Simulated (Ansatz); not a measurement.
# An extra electron or hole in a frame of liquid hydrogen fluoride from 273 K (116 atoms)

Does an extra electron or hole in a frame of liquid hydrogen fluoride from 273 K (116 atoms) stay spread out, or do the atoms trap it?

Main program and level: Ansatz 0.2.0; Kohn-Sham DFT, PBEsol, PAW (set soft_2), plane waves.

## (1) The starting structure

The cell holds 116 atoms: 58 F and 58 H. Its edges and angles: a = 12.435 Å, b = 12.435 Å, c = 12.435 Å, α = 90.0°, β = 90.0°, γ = 90.0°. 58 hydrogen fluoride placed at random, at 1 g/cm³; overlaps pushed apart, then 10 ps at 373 K with a harmonic two-site HF with charges of 0.5 e and a 12-6 site on F. Snapshot after 20 ps at 273 K and fixed volume. The density is a measured one.

Limits known from the start: The starting topology of bonds comes from the classical model, and needn't be the one that DFT or experiment would give. Sampling is at Γ alone, for a cell whose shortest periodic width is 12 Å. The liquid is relaxed first, so the results are those of a frozen frame at zero temperature.

## (2) Single point at the start

A single point comes first, to see the forces before anything moves.

File input.yaml:

```yaml
crystal:
  lattice:
    - [12.43539, 0.0, 0.0]
    - [0.0, 12.43539, 0.0]
    - [0.0, 0.0, 12.43539]
  atoms:
    - { symbol: F, position: [0.80339, 0.85014, 0.89698] }
    - { symbol: H, position: [0.77376, 0.78042, 0.91503] }
    - { symbol: F, position: [0.61116, 0.14533, 0.91118] }
    - { symbol: H, position: [0.62759, 0.08041, 0.9461] }
    - { symbol: F, position: [0.90227, 0.24714, 0.30033] }
    - { symbol: H, position: [0.84509, 0.25867, 0.348] }
    - { symbol: F, position: [0.2448, 0.06647, 0.41149] }
    - { symbol: H, position: [0.23309, 0.12996, 0.36763] }
    - { symbol: F, position: [0.82888, 0.51261, 0.2029] }
    - { symbol: H, position: [0.7518, 0.52224, 0.21655] }
    - { symbol: F, position: [0.95578, 0.95448, 0.91422] }
    - { symbol: H, position: [0.89075, 0.92273, 0.88606] }
    - { symbol: F, position: [0.8329, 0.77746, 0.32349] }
    - { symbol: H, position: [0.87075, 0.84377, 0.32988] }
    - { symbol: F, position: [0.07046, 0.23319, 0.99689] }
    - { symbol: H, position: [0.02661, 0.19855, 0.05323] }
    - { symbol: F, position: [0.34047, 0.99348, 0.07483] }
    - { symbol: H, position: [0.37343, 0.92913, 0.04435] }
    - { symbol: F, position: [0.65253, 0.99334, 0.01779] }
    - { symbol: H, position: [0.66868, 0.95499, 0.08294] }
    - { symbol: F, position: [0.09216, 0.17487, 0.53323] }
    - { symbol: H, position: [0.0472, 0.19323, 0.5938] }
    - { symbol: F, position: [0.76325, 0.23078, 0.43525] }
    - { symbol: H, position: [0.75372, 0.18858, 0.49785] }
    - { symbol: F, position: [0.00851, 0.48175, 0.21829] }
    - { symbol: H, position: [0.93142, 0.49471, 0.20624] }
    - { symbol: F, position: [0.15556, 0.70252, 0.581] }
    - { symbol: H, position: [0.12492, 0.72441, 0.51378] }
    - { symbol: F, position: [0.32962, 0.54644, 0.45624] }
    - { symbol: H, position: [0.31869, 0.55892, 0.37765] }
    - { symbol: F, position: [0.30802, 0.9043, 0.38428] }
    - { symbol: H, position: [0.28098, 0.97382, 0.40367] }
    - { symbol: F, position: [0.24457, 0.29489, 0.69869] }
    - { symbol: H, position: [0.19425, 0.29026, 0.75825] }
    - { symbol: F, position: [0.41323, 0.75872, 0.3432] }
    - { symbol: H, position: [0.35723, 0.80847, 0.3627] }
    - { symbol: F, position: [0.58045, 0.29527, 0.25478] }
    - { symbol: H, position: [0.54341, 0.30283, 0.3228] }
    - { symbol: F, position: [0.15052, 0.39891, 0.29517] }
    - { symbol: H, position: [0.0965, 0.44289, 0.27181] }
    - { symbol: F, position: [0.79138, 0.65264, 0.45722] }
    - { symbol: H, position: [0.81659, 0.71, 0.40823] }
    - { symbol: F, position: [0.00582, 0.19333, 0.68813] }
    - { symbol: H, position: [0.95562, 0.21984, 0.73922] }
    - { symbol: F, position: [0.88575, 0.25531, 0.81917] }
    - { symbol: H, position: [0.84616, 0.25314, 0.884] }
    - { symbol: F, position: [0.29706, 0.15767, 0.13894] }
    - { symbol: H, position: [0.30541, 0.07595, 0.1283] }
    - { symbol: F, position: [0.28463, 0.58854, 0.27857] }
    - { symbol: H, position: [0.26249, 0.6228, 0.21213] }
    - { symbol: F, position: [0.38418, 0.84305, 0.81016] }
    - { symbol: H, position: [0.31141, 0.82159, 0.78424] }
    - { symbol: F, position: [0.48699, 0.35448, 0.4031] }
    - { symbol: H, position: [0.46288, 0.34765, 0.47445] }
    - { symbol: F, position: [0.79249, 0.26096, 0.97108] }
    - { symbol: H, position: [0.75159, 0.28203, 0.03642] }
    - { symbol: F, position: [0.55518, 0.72221, 0.23379] }
    - { symbol: H, position: [0.49207, 0.72191, 0.28075] }
    - { symbol: F, position: [0.0945, 0.85957, 0.25006] }
    - { symbol: H, position: [0.07387, 0.88065, 0.1781] }
    - { symbol: F, position: [0.69975, 0.67649, 0.62324] }
    - { symbol: H, position: [0.7456, 0.66359, 0.56288] }
    - { symbol: F, position: [0.7554, 0.14228, 0.60841] }
    - { symbol: H, position: [0.71204, 0.10462, 0.65848] }
    - { symbol: F, position: [0.64499, 0.88393, 0.16139] }
    - { symbol: H, position: [0.61177, 0.82266, 0.19074] }
    - { symbol: F, position: [0.54154, 0.71267, 0.94082] }
    - { symbol: H, position: [0.56958, 0.66828, 0.88741] }
    - { symbol: F, position: [0.01415, 0.06199, 0.40238] }
    - { symbol: H, position: [0.04002, 0.10544, 0.46181] }
    - { symbol: F, position: [0.68032, 0.01187, 0.70275] }
    - { symbol: H, position: [0.64363, 0.94999, 0.72023] }
    - { symbol: F, position: [0.58908, 0.63236, 0.77209] }
    - { symbol: H, position: [0.62414, 0.66268, 0.71034] }
    - { symbol: F, position: [0.95042, 0.20482, 0.13042] }
    - { symbol: H, position: [0.93423, 0.2088, 0.20704] }
    - { symbol: F, position: [0.91613, 0.94308, 0.3107] }
    - { symbol: H, position: [0.96243, 0.99897, 0.33837] }
    [... 32 atom lines left out ...]
    - { symbol: F, position: [0.38804, 0.54779, 0.62584] }
    - { symbol: H, position: [0.34921, 0.54355, 0.56047] }
    - { symbol: F, position: [0.37136, 0.30992, 0.55943] }
    - { symbol: H, position: [0.32038, 0.30591, 0.61659] }
    - { symbol: F, position: [0.15708, 0.28928, 0.85102] }
    - { symbol: H, position: [0.12177, 0.27195, 0.91908] }
kpoints:
  mp_grid: { grid: [1, 1, 1] }
hamiltonian:
  xc: pbesol
scf:
  occupations: { method: fermi_dirac, width: 0.05 }
output:
  forces: true
```

Run with:

```bash
$ ansatz run input.yaml --threads 4 --pin off --max-ram 8192MiB --backend cpu --events-out ev --progress --plain --runs-dir out
```

What it wrote:

```text
[...]
Pseudopotentials: kind: paw
Pseudopotential: F, paw, valence charge 7, recommended cutoff 420 eV (normal), F.paw.azcp
Pseudopotential: H, paw, valence charge 1, recommended cutoff 420 eV (normal), H.paw.azcp
[... 3 lines on functional and potentials left out ...]
Crystal: 116 atoms, lattice volume = 1922.995 Å³
Basis set: ecut = 420 eV, 37529 PW (Γ), exchange–correlation on 180×180×180 points (8 copies of the dense FFT grid, shifted against one another)
Bands: 348, of which v1, the nominal top of the filled ones, is band 232 counted from 1 (231 counted from 0)
Symmetry: 1 space group operations
Space group: P1 (ITA 1), of the structure as read, at distance tolerance 1.2e-4 Å
k-points: 1
[... 6 lines on functional and potentials left out ...]
Initial density: superposition of atomic densities (neutral atoms: chi_scale 0, normalization atom), corrected by the library's trained network
Initial wavefunctions: pseudopotential atomic-orbital guess
[...]
SCF iter   1: F=—  HF=-47348.224328 eV  |F-HF|=—  |Δ(HF+E_count)|=         —  Δρ=5.83e-3  dr2=3.94e-1  ethr=1.77e-3  ⟨swp⟩=6.0  Hψ=1463  notcnv=0  defer=59
preconditioner: auto → Resta (q_TF=auto, 2.153 Å⁻¹)  ε∞=1.9  [insulator: Δε(μ)=7.380 eV  Ē_g=19.669 eV  σ=0.050 eV  W_gap=1.00  n_scr=340 (ndim 8)  ℏωp=18.2 eV  f_vac=0.508  D(μ)=0.00/eV (n_scr^D=0)  ε∞_Penn≈1.9]
SCF iter   2: F=—  HF=-47348.176683 eV  |F-HF|=—  |Δ(HF+E_count)|=   4.76e-2  Δρ=1.75e-3  dr2=8.29e-2  ethr=8.48e-5  ⟨swp⟩=2.0  Hψ=582  notcnv=0  defer=109
SCF iter   3: F=—  HF=-47348.200697 eV  |F-HF|=—  |Δ(HF+E_count)|=   2.40e-2  Δρ=1.00e-3  dr2=2.06e-2  ethr=1.79e-5  ⟨swp⟩=2.0  Hψ=416  notcnv=0  defer=30
automatic band count: iteration 3 solves 269 bands in place of 348: the levels show a gap, and the empty bands left out lie too high to hold charge; the band table lists the bands solved (type scf.n_extra_bands for more)
SCF iter   4: F=—  HF=-47348.207480 eV  |F-HF|=—  |Δ(HF+E_count)|=   6.78e-3  Δρ=2.12e-4  dr2=1.15e-3  ethr=4.44e-6  ⟨swp⟩=2.0  Hψ=420  notcnv=0  defer=30
SCF iter   5: F=—  HF=-47348.207605 eV  |F-HF|=—  |Δ(HF+E_count)|=   1.25e-4  Δρ=1.73e-4  dr2=3.35e-4  ethr=2.48e-7  ⟨swp⟩=2.0  Hψ=477  notcnv=0  defer=30
SCF iter   6: F=—  HF=-47348.207519 eV  |F-HF|=—  |Δ(HF+E_count)|=   8.63e-5  Δρ=4.18e-5  dr2=2.68e-5  ethr=7.23e-8  ⟨swp⟩=3.0  Hψ=470  notcnv=0  defer=30
SCF iter   7: F=—  HF=-47348.210792 eV  |F-HF|=—  |Δ(HF+E_count)|=   3.27e-3  Δρ=9.48e-6  dr2=1.68e-6  ethr=5.78e-9  ⟨swp⟩=3.0  Hψ=517  notcnv=0  defer=30
SCF iter   8: F=—  HF=-47348.210792 eV  |F-HF|=—  |Δ(HF+E_count)|=   8.45e-7  Δρ=6.67e-6  dr2=5.22e-7  ethr=3.61e-10  ⟨swp⟩=3.0  Hψ=543  notcnv=0  defer=30
SCF iter   9: F=-47348.210793 eV  HF=-47348.210793 eV  |F-HF|=8.91e-8  |Δ(HF+E_count)|=   1.01e-7  Δρ=1.31e-6  dr2=2.83e-8  ethr=2.16e-11  ⟨swp⟩=3.0  Hψ=1142  notcnv=0
SCF 1 converged in 9 iterations: F = -47348.210793 eV  dr2 = 2.83e-8
[...]
SCF converged after 9 iterations
Free energy (F): -47348.210793 eV
Harris-Foulkes:  -47348.210793 eV  (|F-HF|=8.91e-8)
Internal energy: -47348.210793 eV  (E = F + TS)
E sigma→0 (E₀):  -47348.210793 eV
Fermi energy:    -2.255588 eV
--- Per-component energies (eV) ---
[...]
Σ components = -47348.210793   (vs F -47348.210793, Δ=0.00e0)
--- Forces (eV/Å), atoms counted from 1 ---
  atom   1  F     -1.07632561    -0.37717386    -0.18770441
  atom   2  H      0.38916574    -0.20038526    -0.09586045
  atom   3  F     -0.51999264     0.47446953    -1.33292129
  atom   4  H      0.38186929    -1.16489419     1.30574615
[...]
atom 116  H     -0.26655802    -0.39838358    -0.00041811
  max |Σ_I F_I| component: 8.45e-5 eV/Å
```

Wall time 16 s (4 threads of Arm Neoverse V1, shared host); peak memory 2.1 GiB; 62 s of CPU time.

The r.m.s. force at the start is 0.78 eV/Å.

## (3) Relaxation

The atoms are relaxed in the fixed cell, aiming at the force tolerance of the input.

File input.yaml:

```yaml
crystal:
  lattice:
    - [12.43539, 0.0, 0.0]
    - [0.0, 12.43539, 0.0]
    - [0.0, 0.0, 12.43539]
  atoms:
    [... the 116 atom lines of step 2 ...]
kpoints:
  mp_grid: { grid: [1, 1, 1] }
hamiltonian:
  xc: pbesol
scf:
  occupations: { method: fermi_dirac, width: 0.05 }
output:
  forces: true
relax:
  f_tol: 0.06
  max_steps: 150
```

What it wrote:

```text
[...]
Crystal: 116 atoms, lattice volume = 1922.995 Å³
Basis set: ecut = 420 eV, 37529 PW (Γ), exchange–correlation on 180×180×180 points (8 copies of the dense FFT grid, shifted against one another)
Bands: 348, of which v1, the nominal top of the filled ones, is band 232 counted from 1 (231 counted from 0)
Symmetry: 1 space group operations
[...]
k-points: 1
[...]
SCF iter   1: F=—  HF=-47348.224328 eV  |F-HF|=—  |Δ(HF+E_count)|=         —  Δρ=5.83e-3  dr2=3.94e-1  ethr=1.77e-3  ⟨swp⟩=6.0  Hψ=1463  notcnv=0  defer=59
[...]
SCF iter   6: F=-47348.210785 eV  HF=-47348.210789 eV  |F-HF|=4.20e-6  |Δ(HF+E_count)|=   8.45e-5  Δρ=3.91e-5  dr2=2.45e-5  ethr=1.94e-8  ⟨swp⟩=3.0  Hψ=1199  notcnv=0
SCF 1 converged in 6 iterations: F = -47348.210785 eV  dr2 = 2.45e-5
[...]
relax step   1: F+E_penalty+E_count = -47348.21078499 eV  Δ(F+E_penalty+E_count) = +0.000e0 eV  max|allowed force component| = 3.328e0 eV/Å  Δτ_max = 0.0000 Å  (6 SCF iters, dr2 threshold 9.00e-5 eV, accepted)
[...]
relax step   2: F+E_penalty+E_count = -47352.10486405 eV  Δ(F+E_penalty+E_count) = -3.894e0 eV  max|allowed force component| = 1.188e0 eV/Å  Δτ_max = 0.1931 Å  (6 SCF iters, dr2 threshold 1.00e-4 eV, accepted)
[...]
relax step   3: F+E_penalty+E_count = -47354.81946699 eV  Δ(F+E_penalty+E_count) = -2.715e0 eV  max|allowed force component| = 8.443e-1 eV/Å  Δτ_max = 0.1948 Å  (6 SCF iters, dr2 threshold 8.83e-5 eV, accepted)
relax step   4: F+E_penalty+E_count = -47355.96231502 eV  Δ(F+E_penalty+E_count) = -1.143e0 eV  max|allowed force component| = 6.509e-1 eV/Å  Δτ_max = 0.2000 Å  (6 SCF iters, dr2 threshold 9.09e-5 eV, accepted)
relax step   5: F+E_penalty+E_count = -47357.00281331 eV  Δ(F+E_penalty+E_count) = -1.040e0 eV  max|allowed force component| = 7.415e-1 eV/Å  Δτ_max = 0.1942 Å  (6 SCF iters, dr2 threshold 1.00e-4 eV, accepted)
relax step   6: F+E_penalty+E_count = -47357.52507059 eV  Δ(F+E_penalty+E_count) = -5.223e-1 eV  max|allowed force component| = 4.899e-1 eV/Å  Δτ_max = 0.1934 Å  (6 SCF iters, dr2 threshold 1.00e-4 eV, accepted)
relax step   7: F+E_penalty+E_count = -47357.95494134 eV  Δ(F+E_penalty+E_count) = -4.299e-1 eV  max|allowed force component| = 2.698e-1 eV/Å  Δτ_max = 0.1933 Å  (6 SCF iters, dr2 threshold 1.00e-4 eV, accepted)
relax step   8: F+E_penalty+E_count = -47358.32924520 eV  Δ(F+E_penalty+E_count) = -3.743e-1 eV  max|allowed force component| = 1.780e-1 eV/Å  Δτ_max = 0.2000 Å  (7 SCF iters, dr2 threshold 2.21e-5 eV, accepted)
relax step   9: F+E_penalty+E_count = -47358.62808045 eV  Δ(F+E_penalty+E_count) = -2.988e-1 eV  max|allowed force component| = 3.485e-1 eV/Å  Δτ_max = 0.1947 Å  (7 SCF iters, dr2 threshold 9.61e-6 eV, accepted)
relax step  10: F+E_penalty+E_count = -47358.89195141 eV  Δ(F+E_penalty+E_count) = -2.639e-1 eV  max|allowed force component| = 2.024e-1 eV/Å  Δτ_max = 0.1950 Å  (6 SCF iters, dr2 threshold 5.29e-5 eV, accepted)
relax step  11: F+E_penalty+E_count = -47359.09659401 eV  Δ(F+E_penalty+E_count) = -2.046e-1 eV  max|allowed force component| = 3.644e-1 eV/Å  Δτ_max = 0.1918 Å  (6 SCF iters, dr2 threshold 1.38e-5 eV, accepted)
relax step  12: F+E_penalty+E_count = -47359.27269458 eV  Δ(F+E_penalty+E_count) = -1.761e-1 eV  max|allowed force component| = 3.040e-1 eV/Å  Δτ_max = 0.1947 Å  (6 SCF iters, dr2 threshold 4.48e-5 eV, accepted)
relax step  13: F+E_penalty+E_count = -47359.39010320 eV  Δ(F+E_penalty+E_count) = -1.174e-1 eV  max|allowed force component| = 4.879e-1 eV/Å  Δτ_max = 0.1942 Å  (6 SCF iters, dr2 threshold 6.43e-5 eV, accepted)
relax step  14: F+E_penalty+E_count = -47359.52320257 eV  Δ(F+E_penalty+E_count) = -1.331e-1 eV  max|allowed force component| = 2.420e-1 eV/Å  Δτ_max = 0.1918 Å  (6 SCF iters, dr2 threshold 1.00e-4 eV, accepted)
relax step  15: F+E_penalty+E_count = -47359.62429837 eV  Δ(F+E_penalty+E_count) = -1.011e-1 eV  max|allowed force component| = 5.677e-1 eV/Å  Δτ_max = 0.1958 Å  (6 SCF iters, dr2 threshold 1.44e-5 eV, accepted)
relax step  16: F+E_penalty+E_count = -47359.71956660 eV  Δ(F+E_penalty+E_count) = -9.527e-2 eV  max|allowed force component| = 2.290e-1 eV/Å  Δτ_max = 0.1947 Å  (6 SCF iters, dr2 threshold 7.93e-5 eV, accepted)
relax step  17: F+E_penalty+E_count = -47359.80819827 eV  Δ(F+E_penalty+E_count) = -8.863e-2 eV  max|allowed force component| = 1.595e-1 eV/Å  Δτ_max = 0.1953 Å  (7 SCF iters, dr2 threshold 8.54e-6 eV, accepted)
relax step  18: F+E_penalty+E_count = -47359.87411699 eV  Δ(F+E_penalty+E_count) = -6.592e-2 eV  max|allowed force component| = 1.355e-1 eV/Å  Δτ_max = 0.1952 Å  (7 SCF iters, dr2 threshold 4.14e-6 eV, accepted)
relax step  19: F+E_penalty+E_count = -47359.92046056 eV  Δ(F+E_penalty+E_count) = -4.634e-2 eV  max|allowed force component| = 3.053e-1 eV/Å  Δτ_max = 0.1950 Å  (7 SCF iters, dr2 threshold 8.90e-6 eV, accepted)
relax step  20: F+E_penalty+E_count = -47359.96466170 eV  Δ(F+E_penalty+E_count) = -4.420e-2 eV  max|allowed force component| = 1.906e-1 eV/Å  Δτ_max = 0.1944 Å  (6 SCF iters, dr2 threshold 6.73e-5 eV, accepted)
relax step  21: F+E_penalty+E_count = -47360.00212568 eV  Δ(F+E_penalty+E_count) = -3.746e-2 eV  max|allowed force component| = 1.811e-1 eV/Å  Δτ_max = 0.1943 Å  (6 SCF iters, dr2 threshold 1.41e-5 eV, accepted)
relax step  22: F+E_penalty+E_count = -47360.02917861 eV  Δ(F+E_penalty+E_count) = -2.705e-2 eV  max|allowed force component| = 2.828e-1 eV/Å  Δτ_max = 0.1950 Å  (6 SCF iters, dr2 threshold 1.28e-5 eV, accepted)
relax step  23: F+E_penalty+E_count = -47360.05184128 eV  Δ(F+E_penalty+E_count) = -2.266e-2 eV  max|allowed force component| = 3.044e-1 eV/Å  Δτ_max = 0.1402 Å  (5 SCF iters, dr2 threshold 7.22e-5 eV, accepted)
relax step  24: F+E_penalty+E_count = -47360.07803716 eV  Δ(F+E_penalty+E_count) = -2.620e-2 eV  max|allowed force component| = 2.607e-1 eV/Å  Δτ_max = 0.1715 Å  (5 SCF iters, dr2 threshold 9.27e-5 eV, accepted)
[...]
relax step  30: F+E_penalty+E_count = -47360.15877266 eV  Δ(F+E_penalty+E_count) = -8.286e-3 eV  max|allowed force component| = 8.707e-2 eV/Å  Δτ_max = 0.1023 Å  (6 SCF iters, dr2 threshold 1.11e-5 eV, accepted)
relax step  31: F+E_penalty+E_count = -47360.16756189 eV  Δ(F+E_penalty+E_count) = -8.789e-3 eV  max|allowed force component| = 1.425e-1 eV/Å  Δτ_max = 0.1847 Å  (9 SCF iters, accepted)
relax step  32: F+E_penalty+E_count = -47360.17429734 eV  Δ(F+E_penalty+E_count) = -6.735e-3 eV  max|allowed force component| = 9.165e-2 eV/Å  Δτ_max = 0.0653 Å  (6 SCF iters, dr2 threshold 7.34e-6 eV, accepted)
relax step  33: F+E_penalty+E_count = -47360.18283109 eV  Δ(F+E_penalty+E_count) = -8.534e-3 eV  max|allowed force component| = 6.388e-2 eV/Å  Δτ_max = 0.1182 Å  (9 SCF iters, accepted)
relax step  34: F+E_penalty+E_count = -47360.19040458 eV  Δ(F+E_penalty+E_count) = -7.573e-3 eV  max|allowed force component| = 1.519e-1 eV/Å  Δτ_max = 0.1964 Å  (9 SCF iters, accepted)
relax step  35: F+E_penalty+E_count = -47360.19530168 eV  Δ(F+E_penalty+E_count) = -4.897e-3 eV  max|allowed force component| = 1.073e-1 eV/Å  Δτ_max = 0.0567 Å  (5 SCF iters, dr2 threshold 1.12e-5 eV, accepted)
relax step  36: F+E_penalty+E_count = -47360.20368573 eV  Δ(F+E_penalty+E_count) = -8.384e-3 eV  max|allowed force component| = 9.995e-2 eV/Å  Δτ_max = 0.1299 Å  (6 SCF iters, dr2 threshold 5.73e-6 eV, accepted)
relax step  37: F+E_penalty+E_count = -47360.20995475 eV  Δ(F+E_penalty+E_count) = -6.269e-3 eV  max|allowed force component| = 2.251e-1 eV/Å  Δτ_max = 0.1929 Å  (7 SCF iters, dr2 threshold 4.98e-6 eV, accepted)
relax step  38: F+E_penalty+E_count = -47360.21300640 eV  Δ(F+E_penalty+E_count) = -3.052e-3 eV  max|allowed force component| = 1.447e-1 eV/Å  Δτ_max = 0.0381 Å  (5 SCF iters, dr2 threshold 4.40e-5 eV, accepted)
relax step  39: F+E_penalty+E_count = -47360.21760463 eV  Δ(F+E_penalty+E_count) = -4.598e-3 eV  max|allowed force component| = 3.608e-2 eV/Å  Δτ_max = 0.0642 Å  (6 SCF iters, dr2 threshold 8.66e-6 eV, accepted)
relax step  40: F+E_penalty+E_count = -47360.21760577 eV  Δ(F+E_penalty+E_count) = -1.142e-6 eV  max|allowed force component| = 3.606e-2 eV/Å  Δτ_max = 0.0000 Å  (3 SCF iters, accepted)
relax step  41: F+E_penalty+E_count = -47360.22048686 eV  Δ(F+E_penalty+E_count) = -2.881e-3 eV  max|allowed force component| = 1.524e-1 eV/Å  Δτ_max = 0.1907 Å  (8 SCF iters, accepted)
relax step  42: F+E_penalty+E_count = -47360.22382652 eV  Δ(F+E_penalty+E_count) = -3.340e-3 eV  max|allowed force component| = 3.914e-2 eV/Å  Δτ_max = 0.0377 Å  (5 SCF iters, dr2 threshold 2.32e-5 eV, accepted)
[...]
relax step  43: F+E_penalty+E_count = -47360.22382967 eV  Δ(F+E_penalty+E_count) = -3.144e-6 eV  max|allowed force component| = 3.923e-2 eV/Å  Δτ_max = 0.0000 Å  (4 SCF iters, accepted)
SCF converged after 4 iterations
Free energy (F): -47360.223830 eV
[...]
Internal energy: -47360.223830 eV  (E = F + TS)
E sigma→0 (E₀):  -47360.223830 eV
Fermi energy:    -2.552718 eV
[...]
--- Forces (eV/Å), atoms counted from 1 ---
  atom   1  F      0.00031734    -0.00679816    -0.00279841
  atom   2  H      0.00157825     0.00613634     0.00176999
  atom   3  F      0.00275958    -0.00488481    -0.00123024
  atom   4  H     -0.00305413     0.00530136    -0.00114336
  atom   5  F      0.00338573     0.00208666    -0.01029705
  atom   6  H     -0.00258237     0.00524395     0.00380549
  atom   7  F      0.00054862     0.00304893    -0.00319933
  atom   8  H     -0.00063873    -0.00103781     0.00168425
  atom   9  F     -0.00082982    -0.00232598     0.00096746
  atom  10  H      0.00047384     0.00057855    -0.00123535
  atom  11  F     -0.00335181    -0.00161471     0.02095619
  atom  12  H      0.00426306     0.00400937    -0.00887639
  atom  13  F     -0.00849938    -0.00941370     0.02039985
  atom  14  H     -0.00167714     0.00098310    -0.01008834
[...]
atom 115  F     -0.00841254    -0.00765341     0.01055418
  atom 116  H      0.00687148    -0.00375543    -0.00935719
  max |Σ_I F_I| component: 3.24e-5 eV/Å
--- Relaxed structure (43 steps of the walk, 43 accepted, 0 SCFs on fresh bases) ---
  F+E_penalty+E_count = -47360.22382967 eV   max|allowed force component| = 3.923e-2 eV/Å
  atoms:
    - { symbol: F, position: [0.757439, 0.779689, 1.038821] }
    - { symbol: H, position: [0.741884, 0.710691, 0.995979] }
    - { symbol: F, position: [0.498111, 0.211074, 0.859622] }
    - { symbol: H, position: [0.549845, 0.148254, 0.870949] }
[...]
- { symbol: H, position: [0.179689, 0.189294, 0.899622] }
```

Wall time 8.2 min (4 threads); peak memory 2.1 GiB.

The relaxation converged after 43 steps, 12.0 eV below its start, with a largest force component of 0.039 eV/Å.

[end of part 1 of 4]

[Long decimals in the printed logs are rounded to 6 places.]

[Logs are printed without paths, hosts, clocks, repeated set-up lines and the standing remarks that a program may print on its own settings, such as how far it seeks lower states.]

[Hosts, paths, dates, database ids (printed as entryN), source tags and the programs' standing remarks are cut or masked in the printed files.]
